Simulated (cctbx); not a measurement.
# What is wrong with this refinement?

Cell a = 5.4760 Å, b = 10.9930 Å, c = 16.0410 Å, α = 90.00°, β = 90.00°, γ = 90.00°; space group Immm (no. 71).

The data are simulated with cctbx, not measured: Cu Kα, λ = 1.54184 Å, to d = 0.83 Å, 80 % of the full sphere, strongest reflection 20000 counts, noise from counting, a 3 % proportional error and a noise floor of 15 counts (s.d.); no absorption.

An anisotropic refinement with weights 1/σ² prints:

```text
Rint 0.036, 539 unique reflections to 0.83 A
cycle     R1     wR2    GooF  max shift (A)
   1  0.1444  0.3026  10.447   0.00509
   2  0.0626  0.1515   5.230   0.00006
final R1 0.0626 wR2 0.1515 GooF 5.230  parameters 26  data/parameter 20.7
atom        x        y        z      Ueq    occ   su(xyz)  su(Uiso or U11)
Gd1    0.00000  0.00000  0.00000  -0.0054  1.000  0.00000  0.0010  NPD
Lu1    0.50000  0.50000  0.79315   0.0201  1.000  0.00011  0.0011
Ca1    0.50000  0.31706  0.00000   0.0164  1.000  0.00063  0.0033
Ca2    0.00000  0.64655  0.66172   0.0158  1.000  0.00043  0.0023
Ca3    0.00000  0.71186  0.86864   0.0154  1.000  0.00043  0.0022
Ca4    0.00000  0.50000  0.00000   0.0176  1.000  0.00000  0.0047
difference map: max 8.19 min -2.84 rms 0.59
Q1    0.0708  0.0000  0.0000    4    8.20  0.39 A from Gd1
Q2    0.0000  0.1979  0.5000    4    2.18  0.16 A from Ca1
Q3    0.0000  0.3603  0.0000    4    1.86  1.54 A from Ca4
Q4    0.0000  0.5000  0.0000    2    1.81  0.00 A from Ca4
Q5    0.0000  0.0000  0.2268    4    1.72  1.06 A from Lu1
Q6    0.0000  0.2966  0.1174    8    1.56  0.24 A from Ca3
```

Q: Accept it or mend it, and why?

Mend it. The fault: elements exchanged: Lu1 is Gd and Gd1 is Lu. Against the right model at the same level, R1 goes from 0.0139 to 0.0626 and GooF from 0.95 to 5.23, U of Gd1 shrinks from 0.0103 to -0.0054 Å², U of Lu1 swells from 0.0108 to 0.0201 Å², the top difference peak, 8.2 e/Å³, lies 0.39 Å from Gd1 and Gd1 goes non-positive-definite. Lu1 has 7 electrons too many and its U swells to shed them, as expected; Gd1 has 7 electrons too few and its U shrinks to make up, as expected.

The compound is Ca11Gd2Lu. The right model at the same level gives:

```text
Rint 0.036, 539 unique reflections to 0.83 A
cycle     R1     wR2    GooF  max shift (A)
   1  0.0174  0.0350   1.208   0.00160
   2  0.0139  0.0275   0.951   0.00000
final R1 0.0139 wR2 0.0275 GooF 0.951  parameters 26  data/parameter 20.7
atom        x        y        z      Ueq    occ   su(xyz)  su(Uiso or U11)
Lu1    0.00000  0.00000  0.00000   0.0103  1.000  0.00000  0.0002
Gd1    0.50000  0.50000  0.79318   0.0108  1.000  0.00002  0.0002
Ca1    0.50000  0.31693  0.00000   0.0179  1.000  0.00011  0.0006
Ca2    0.00000  0.64602  0.66162   0.0191  1.000  0.00008  0.0004
Ca3    0.00000  0.71152  0.86871   0.0185  1.000  0.00008  0.0004
Ca4    0.00000  0.50000  0.00000   0.0188  1.000  0.00000  0.0008
difference map: max 0.74 min -0.63 rms 0.13
Q1    0.0000  0.0000  0.0588    4    0.75  0.94 A from Lu1
Q2    0.2046  0.0000  0.5000    4    0.62  1.62 A from Ca4
Q3    0.0000  0.3709  0.0525    8    0.58  1.56 A from Ca3
Q4    0.0000  0.1666  0.4329    8    0.57  1.09 A from Ca1
Q5    0.0000  0.1484  0.2436    8    0.54  1.82 A from Gd1
Q6    0.0000  0.1830  0.3170    8    0.53  1.91 A from Ca2
```

This is a model crystal, built by substitution and not relaxed, with assumed displacement parameters.

[Middle refinement cycles are left out of these outputs.]

[Logs are printed without paths, hosts, clocks, repeated set-up lines and the standing remarks that a program may print on its own settings, such as how far it seeks lower states.]
